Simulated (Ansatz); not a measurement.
# Structural relaxation of (10,0) carbon nanotube bundle (120 atoms), part 2 of 2

Aim: bring (10,0) carbon nanotube bundle (120 atoms) to a nearby minimum of the energy and see what moves.

Ansatz 0.2.0; Kohn-Sham DFT, PBEsol, PAW (set soft_2), plane waves.

So far. Step 3 (Relaxation): The relaxation changed the energy by -41.3 meV/atom, and atoms moved by 0.089 Å r.m.s., 0.25 Å at most.

## 5. Single point at the relaxed geometry

The electronic structure is read at the final geometry, in a run of its own.

input.yaml

```yaml
crystal:
  lattice:
    - [11.13042, 0.0, 0.0]
    - [-5.56521, 9.63923, 0.0]
    - [0.0, 0.0, 12.78253]
  atoms:
    - { symbol: C, position: [0.37701, 0.04992, 0.11098] }
    - { symbol: C, position: [0.40667, 0.17228, 0.05571] }
    - { symbol: C, position: [0.39607, 0.27717, 0.11095] }
    - { symbol: C, position: [0.34698, 0.35463, 0.05567] }
    - { symbol: C, position: [0.40651, 0.17227, 0.27763] }
    - { symbol: C, position: [0.39605, 0.27721, 0.22235] }
    - { symbol: C, position: [0.26502, 0.39834, 0.11096] }
    - { symbol: C, position: [0.15697, 0.40315, 0.05569] }
    - { symbol: C, position: [0.34704, 0.35474, 0.27763] }
    - { symbol: C, position: [0.26504, 0.3984, 0.22234] }
    - { symbol: C, position: [0.03329, 0.36845, 0.11097] }
    - { symbol: C, position: [0.90585, 0.29807, 0.0557] }
    - { symbol: C, position: [0.15702, 0.40326, 0.27762] }
    - { symbol: C, position: [0.03331, 0.3685, 0.22237] }
    - { symbol: C, position: [0.78719, 0.19788, 0.11095] }
    - { symbol: C, position: [0.68969, 0.07769, 0.0557] }
    - { symbol: C, position: [0.90586, 0.29815, 0.27764] }
    - { symbol: C, position: [0.78721, 0.19792, 0.22236] }
    - { symbol: C, position: [0.62306, 0.95003, 0.11098] }
    - { symbol: C, position: [0.59333, 0.82767, 0.05571] }
    - { symbol: C, position: [0.68975, 0.07774, 0.27764] }
    - { symbol: C, position: [0.62311, 0.95003, 0.22239] }
    - { symbol: C, position: [0.60376, 0.7227, 0.11096] }
    - { symbol: C, position: [0.65293, 0.64528, 0.0557] }
    - { symbol: C, position: [0.59336, 0.82765, 0.27764] }
    - { symbol: C, position: [0.60374, 0.72267, 0.22236] }
    - { symbol: C, position: [0.73504, 0.60176, 0.11097] }
    - { symbol: C, position: [0.84305, 0.5969, 0.05571] }
    - { symbol: C, position: [0.6529, 0.64524, 0.27765] }
    - { symbol: C, position: [0.73504, 0.60173, 0.22238] }
    - { symbol: C, position: [0.96671, 0.63148, 0.11098] }
    - { symbol: C, position: [0.09417, 0.70192, 0.05573] }
    - { symbol: C, position: [0.84301, 0.59682, 0.27764] }
    - { symbol: C, position: [0.96671, 0.63144, 0.22237] }
    - { symbol: C, position: [0.21288, 0.80208, 0.11096] }
    - { symbol: C, position: [0.31044, 0.92226, 0.05569] }
    - { symbol: C, position: [0.09416, 0.70187, 0.27761] }
    - { symbol: C, position: [0.21284, 0.80208, 0.22237] }
    - { symbol: C, position: [0.31029, 0.92224, 0.27767] }
    - { symbol: C, position: [0.37691, 0.04992, 0.2224] }
    - { symbol: C, position: [0.37676, 0.04993, 0.44428] }
    - { symbol: C, position: [0.40647, 0.17227, 0.38902] }
    - { symbol: C, position: [0.39601, 0.27722, 0.4443] }
    - { symbol: C, position: [0.34702, 0.35476, 0.38903] }
    - { symbol: C, position: [0.40648, 0.17226, 0.61094] }
    - { symbol: C, position: [0.39601, 0.27722, 0.55569] }
    - { symbol: C, position: [0.26506, 0.39848, 0.44431] }
    - { symbol: C, position: [0.15702, 0.4033, 0.38902] }
    - { symbol: C, position: [0.34701, 0.35476, 0.61095] }
    - { symbol: C, position: [0.26506, 0.39849, 0.55568] }
    - { symbol: C, position: [0.03333, 0.3686, 0.44431] }
    - { symbol: C, position: [0.90586, 0.2982, 0.38905] }
    - { symbol: C, position: [0.15704, 0.40332, 0.61098] }
    - { symbol: C, position: [0.03333, 0.36859, 0.55572] }
    - { symbol: C, position: [0.7872, 0.19796, 0.4443] }
    - { symbol: C, position: [0.68977, 0.07777, 0.38902] }
    - { symbol: C, position: [0.90586, 0.29818, 0.61097] }
    - { symbol: C, position: [0.7872, 0.19795, 0.55571] }
    - { symbol: C, position: [0.62313, 0.95007, 0.44427] }
    - { symbol: C, position: [0.59339, 0.82768, 0.38905] }
    - { symbol: C, position: [0.68977, 0.07774, 0.61096] }
    - { symbol: C, position: [0.62315, 0.95005, 0.55569] }
    - { symbol: C, position: [0.60381, 0.72271, 0.44433] }
    - { symbol: C, position: [0.65292, 0.64525, 0.38905] }
    - { symbol: C, position: [0.59344, 0.82769, 0.61094] }
    - { symbol: C, position: [0.60385, 0.7227, 0.5557] }
    - { symbol: C, position: [0.73503, 0.6017, 0.44431] }
    - { symbol: C, position: [0.843, 0.59679, 0.38903] }
    - { symbol: C, position: [0.65299, 0.64529, 0.61098] }
    - { symbol: C, position: [0.73507, 0.60171, 0.55573] }
    - { symbol: C, position: [0.96668, 0.63136, 0.44429] }
    - { symbol: C, position: [0.09414, 0.70184, 0.38903] }
    - { symbol: C, position: [0.84303, 0.59673, 0.61098] }
    - { symbol: C, position: [0.96669, 0.63131, 0.55569] }
    - { symbol: C, position: [0.21272, 0.80207, 0.44431] }
    - { symbol: C, position: [0.31018, 0.92225, 0.38904] }
    - { symbol: C, position: [0.09412, 0.70177, 0.61097] }
    - { symbol: C, position: [0.21272, 0.80207, 0.55572] }
    [... 36 atom lines left out ...]
    - { symbol: C, position: [0.21283, 0.80204, 0.77762] }
    - { symbol: C, position: [0.31031, 0.92225, 0.72235] }
    - { symbol: C, position: [0.09422, 0.70194, 0.94431] }
    - { symbol: C, position: [0.21289, 0.80208, 0.88905] }
    - { symbol: C, position: [0.31047, 0.92228, 0.94429] }
    - { symbol: C, position: [0.3771, 0.04998, 0.88901] }
kpoints:
  mp_grid: { grid: [2, 2, 1] }
hamiltonian:
  xc: pbesol
scf:
  occupations: { method: gaussian, width: 0.025 }
output:
  forces: true
  stress: true
  populations: true
  dos:
    method: { smearing: { sigma: 0.15 } }
    de: 0.1
    projected: { site_lists: { C: [C] } }
  eigenvalues: true
  write_density: true
  write_potential: true
  volumetric_format: npy
  elf: true
```

On the command line:

```sh
$ ansatz run input.yaml --threads 4 --pin off --max-ram 8192MiB --backend cpu --events-out ev --progress --plain --runs-dir out
```

Numbers of over 12 decimals in the logs are rounded to 6 here.

Output:

```text
[...]
Crystal: 120 atoms, lattice volume = 1371.421 Å³
Basis set: ecut = 420 eV, 26869 PW (Γ), exchange–correlation on 150×150×180 points (8 copies of the dense FFT grid, shifted against one another)
Bands: 360, of which v1, the nominal top of the filled ones, is band 240 counted from 1 (239 counted from 0)
Symmetry: 1 space group operations
[...]
k-points: 4
[...]
SCF iter   1: F=—  HF=-29585.372024 eV  |F-HF|=—  |Δ(HF+E_count)|=         —  Δρ=4.55e-3  dr2=2.67e-1  ethr=1.77e-3  ⟨swp⟩=7.0  Hψ=6437  notcnv=0  defer=318
[...]
SCF iter   9: F=-29585.477185 eV  HF=-29585.477186 eV  |F-HF|=3.97e-8  |Δ(HF+E_count)|=   8.85e-9  Δρ=1.04e-6  dr2=5.40e-8  ethr=2.08e-11  ⟨swp⟩=29.5  Hψ=16205  notcnv=0
SCF 1 converged in 9 iterations: F = -29585.477185 eV  dr2 = 5.40e-8
[...]
WARN: The output density's exchange-correlation potential varies sharply where the density is thin. Do not read a vacuum level from v_tot or v_xc, or from such a field of the output density. On a cell that repeats whose density bears no net charge and no dipole along the vacuum's axis use v_es (v_loc + v_h of the components); [...]
SCF converged after 9 iterations
Free energy (F): -29585.477185 eV
[...]
Internal energy: -29585.477185 eV  (E = F + TS)
E sigma→0 (E₀):  -29585.477185 eV
Fermi energy:    4.536045 eV
[...]
--- Forces (eV/Å), atoms counted from 1 ---
  atom   1  C     -0.00211032     0.00829839     0.00060725
  atom   2  C     -0.00300389    -0.00116544    -0.00057236
  atom   3  C      0.00087269     0.00056490     0.00255522
  atom   4  C      0.00232097     0.00431094     0.00841632
  atom   5  C      0.00068143    -0.00018429    -0.00706349
  atom   6  C      0.00559039    -0.00528570     0.00265652
  atom   7  C     -0.00168373    -0.00339011    -0.00829105
  atom   8  C      0.00230072    -0.00052706     0.00725484
  atom   9  C     -0.00572844     0.00272451    -0.00626700
  atom  10  C      0.00252857    -0.00262309     0.00879018
  atom  11  C     -0.00079776     0.00360670    -0.00426963
  atom  12  C     -0.00018874     0.00008803    -0.00137070
  atom  13  C      0.00025363    -0.00294005    -0.00144832
  atom  14  C     -0.00399472     0.00224804     0.00016899
[...]
atom 119  C     -0.00388689    -0.00354352    -0.00583006
  atom 120  C     -0.00307474    -0.00484834     0.00946943
  max |Σ_I F_I| component: 2.79e-5 eV/Å
--- Stress (GPa, compression-positive) ---
        0.849261      -0.026706       0.001973
       -0.026706       0.799206       0.003379
        0.001973       0.003379       1.759437
  P = ⅓ Tr σ = 1.1360 GPa (11.360 kbar)
--- Band table (eV) ---
[...]
--- Löwdin populations: 120 sites ---
  site symbol       q [e]
     0      C      3.9635
     1      C      3.9610
     2      C      3.9619
[...]
119      C      3.9635
  spilling = 0.009446 (of n_electrons = 480.000000)
```

It took 1.7 min on 4 threads of Arm Neoverse V2, shared host; peak memory 5.2 GiB; 6.6 min of CPU time.

The program notes that the exchange-correlation potential is rough where the density is thin.

The run gave:

- free energy: -29585.4772 eV
- free energy per atom: -246.5456 eV/atom
- SCF cycles: 9
- pressure: 1.136 GPa
- r.m.s. force component: 0.00465 eV/Å
- longest force: 0.01677 eV/Å
- Fermi energy: 4.536 eV
- gap (highest filled to lowest empty level): 0.2788 eV
- spilling of the projection: 0.009446

The mean of these charges, 0.038 e, is only the charge that the projection spills.

Löwdin charges by element (they lack the spilled electrons, 0.038 e an atom on average):

| element | coordination | atoms | mean charge (e) | spread | least | most |
| --- | --- | --- | --- | --- | --- | --- |
| C | all | 120 | 0.0378 | 0.001 | 0.0365 | 0.0395 |

States in the cell by windows of 1 eV, zero at the Fermi level; the larger projections on atomic orbitals stand beside the total:

| from (eV) | to (eV) | total | C p | C s |
| --- | --- | --- | --- | --- |
| -14 | -13 | 17.2 | 10.2 | 6.8 |
| -13 | -12 | 25.7 | 17.0 | 8.3 |
| -12 | -11 | 8.5 | 5.6 | 2.8 |
| -11 | -10 | 23.3 | 18.1 | 4.9 |
| -10 | -9 | 33.9 | 26.1 | 7.5 |
| -9 | -8 | 23.2 | 20.7 | 2.2 |
| -8 | -7 | 49.8 | 45.8 | 3.4 |
| -7 | -6 | 39.2 | 38.0 | 0.8 |
| -6 | -5 | 42.2 | 39.9 | 2.0 |
| -5 | -4 | 39.0 | 38.3 | 0.5 |
| -4 | -3 | 28.2 | 27.9 | 0.2 |
| -3 | -2 | 25.9 | 25.7 | 0.1 |
| -2 | -1 | 8.8 | 8.7 | 0.0 |
| -1 | 0 | 6.5 | 6.4 | 0.0 |
| 0 | 1 | 14.2 | 13.6 | 0.3 |
| 1 | 2 | 15.5 | 14.8 | 0.1 |
| 2 | 3 | 15.1 | 14.0 | 0.2 |
| 3 | 4 | 33.0 | 26.7 | 1.3 |
| 4 | 5 | 12.3 | 4.4 | 0.0 |

Between -21 and -14 eV lie 109 more states.

The levels nearest the highest filled one (over half full), pooled over k-points and spins:

| level less the highest filled one (eV) | occupation |
| --- | --- |
| -0.447 | 2 |
| -0.418 | 2 |
| -0.327 | 2 |
| -0.322 | 2 |
| -0.313 | 2 |
| 0 | 2 |
| 0.279 | 0 |
| 0.303 | 0 |
| 0.350 | 0 |
| 0.475 | 0 |
| 0.533 | 0 |
| 0.572 | 0 |

Valence density in the cb plane at fractional x = 0.396, with atoms of C within 0.2 Å of it. It is the smooth field of the valence electrons, not physical close to the nuclei.

Ten even steps from '0' (0.0 e/Å³) to '9' (2.0 e/Å³), each cell a mean:
```
123321112321123221112321123321112321
111100000111111100000111111100001111
000000000000000000000000000000000000
000000000000000000000000000000000000
000000000000000000000000000000000000
000000000000000000000000000000000000
000000000000000000000000000000000000
000000000000000000000000000000000000
000000000000000000000000000000000000
000000000000000000000000000000000000
000000000000000000000000000000000000
000000000000000000000000000000000000
001100000100001100000110001100000110
223210001232223210001232223210001232
455420013555456420013555456420013555
347752236764347752236763347752236764
126987789841126987789841125987789841
125999899831125999899831125999899841
358963348964358963348964358963348964
899831125999899831125999899831125999
679842126987679842126987679842126987
236986569852236986569952236986569852
014888888731014888888731014888888731
114654456521114654456521114654456531
```
Columns run along c (12.8 Å), rows up along b (11.1 Å). Atoms in or near the plane, at fractional coordinates: C at (0.11, 0.05), C at (0.06, 0.17), C at (0.11, 0.28), C at (0.28, 0.17), C at (0.22, 0.28), C at (0.22, 0.05), C at (0.44, 0.05), C at (0.39, 0.17), C at (0.44, 0.28), C at (0.61, 0.17), C at (0.56, 0.28), C at (0.56, 0.05), C at (0.78, 0.05), C at (0.72, 0.17) and more.

ELF in the cb plane at fractional x = 0.396, with atoms of C within 0.2 Å of it. It is the smooth field of the valence electrons, not physical close to the nuclei.

Ten even steps from '0' (0.00) to '9' (0.89), each cell a mean:
```
568963248975568863248975568963248975
667630015766667630015666667630015666
444310002444444310002444444310002444
001000000110001000000110001000000110
000000000000000000000000000000000000
000000000000000000000000000000000000
000000000000000000000000000000000000
000000000000000000000000000000000000
000000000000000000000000000000000000
000000000000000000000000000000000000
000000000000000000000000000000000000
012321123310012321123310012321123310
346641125653346641125653346641125653
777741026777777741026777777741026777
976751036768976751036768976751037768
668974459976669974459976668974459976
147637954862148647954762148647954762
037527952652037427942661137427942661
668975569976668975568975668975569975
942651137427942651036428952651037427
855873248747855873248747855873248747
358867867973359867867973358867867973
036428952651036428952651036427952651
148867767962148867767972148867767872
```
Columns run along c (12.8 Å), rows up along b (11.1 Å). Atoms in or near the plane, at fractional coordinates: C at (0.11, 0.05), C at (0.06, 0.17), C at (0.11, 0.28), C at (0.28, 0.17), C at (0.22, 0.28), C at (0.22, 0.05), C at (0.44, 0.05), C at (0.39, 0.17), C at (0.44, 0.28), C at (0.61, 0.17), C at (0.56, 0.28), C at (0.56, 0.05), C at (0.78, 0.05), C at (0.72, 0.17) and more.

Löwdin charges run from +0.04 to +0.04 e, about a mean that is the spilled charge alone. Within 0.4 eV of the Fermi level the largest share is C p (99 % of the projected weight).

The surroundings of C13, picked at random, nearest first, numbered as they follow in the input and with coordinates relative to it.

| atom | x | y | z | distance (Å) | bonds | Löwdin charge (e) |
| --- | --- | --- | --- | --- | --- | --- |
| C13 | 0.00 | 0.00 | 0.00 | 0.00 | 3 | 0.04 |
| C14 | -1.18 | -0.34 | -0.71 | 1.42 | 3 | 0.04 |
| C10 | 1.23 | -0.05 | -0.71 | 1.42 | 3 | 0.04 |
| C48 | 0.00 | 0.00 | 1.42 | 1.42 | 3 | 0.04 |
| C9 | 2.39 | -0.47 | 0.00 | 2.43 | 3 | 0.04 |
| C17 | -2.21 | -1.01 | 0.00 | 2.43 | 3 | 0.04 |
| C11 | -1.18 | -0.34 | -2.13 | 2.46 | 3 | 0.04 |
| C7 | 1.23 | -0.05 | -2.13 | 2.46 | 3 | 0.04 |
| C47 | 1.23 | -0.05 | 2.13 | 2.46 | 3 | 0.04 |
| C51 | -1.18 | -0.33 | 2.13 | 2.46 | 3 | 0.04 |
| C44 | 2.38 | -0.47 | 1.42 | 2.82 | 3 | 0.04 |
| C52 | -2.21 | -1.01 | 1.42 | 2.82 | 3 | 0.04 |
| C8 | 0.00 | 0.00 | -2.84 | 2.84 | 3 | 0.04 |

The column of bonds counts only the pairs C-C within 1.82 Å; other neighbours, such as metal atoms beside each other in a compound, aren't counted, and periodic images can show an atom twice.

## 6. Summary of results

```
energy change in the relaxation                  : -41.3 meV/atom
r.m.s. displacement                              : 0.089 Å
largest displacement                             : 0.246 Å
free energy per atom                             : -246.5456 eV/atom
density                                          : 1.745 g/cm³
pressure                                         : 1.136 GPa
r.m.s. force component                           : 0.00465 eV/Å
gap (highest filled to lowest empty level) : 0.2788 eV
wall time of the 3 DFT runs                      : 5.5 min
```

In words: Relaxation lowers the energy by 41.3 meV/atom and moves atoms by 0.089 Å r.m.s.; the r.m.s. force component goes from 1.1 to 0.0046 eV/Å, the pressure goes from 2.1 to 1.1 GPa. By the final cutoffs no bond was broken or made. From the first step to the last the energy fell by 4.956 eV, and the largest move was 0.25 Å (C80). The C-C bonds go from 1.421 Å (spread 0.024) to 1.421 Å (spread 0.002). Counting bonds as in the table, all C atoms have 3 bonded neighbours. The highest filled and lowest empty levels differ by 0.279 eV on the run's k-points; the mesh holds the band edges only if they fold onto it, so the gap at this level can be narrower or closed, while semilocal functionals tend to narrow gaps against experiment.

[Logs are printed without paths, hosts, clocks, repeated set-up lines and the standing remarks that a program may print on its own settings, such as how far it seeks lower states.]

[Hosts, paths, dates, database ids (printed as entryN), source tags and the programs' standing remarks are cut or masked in the printed files.]
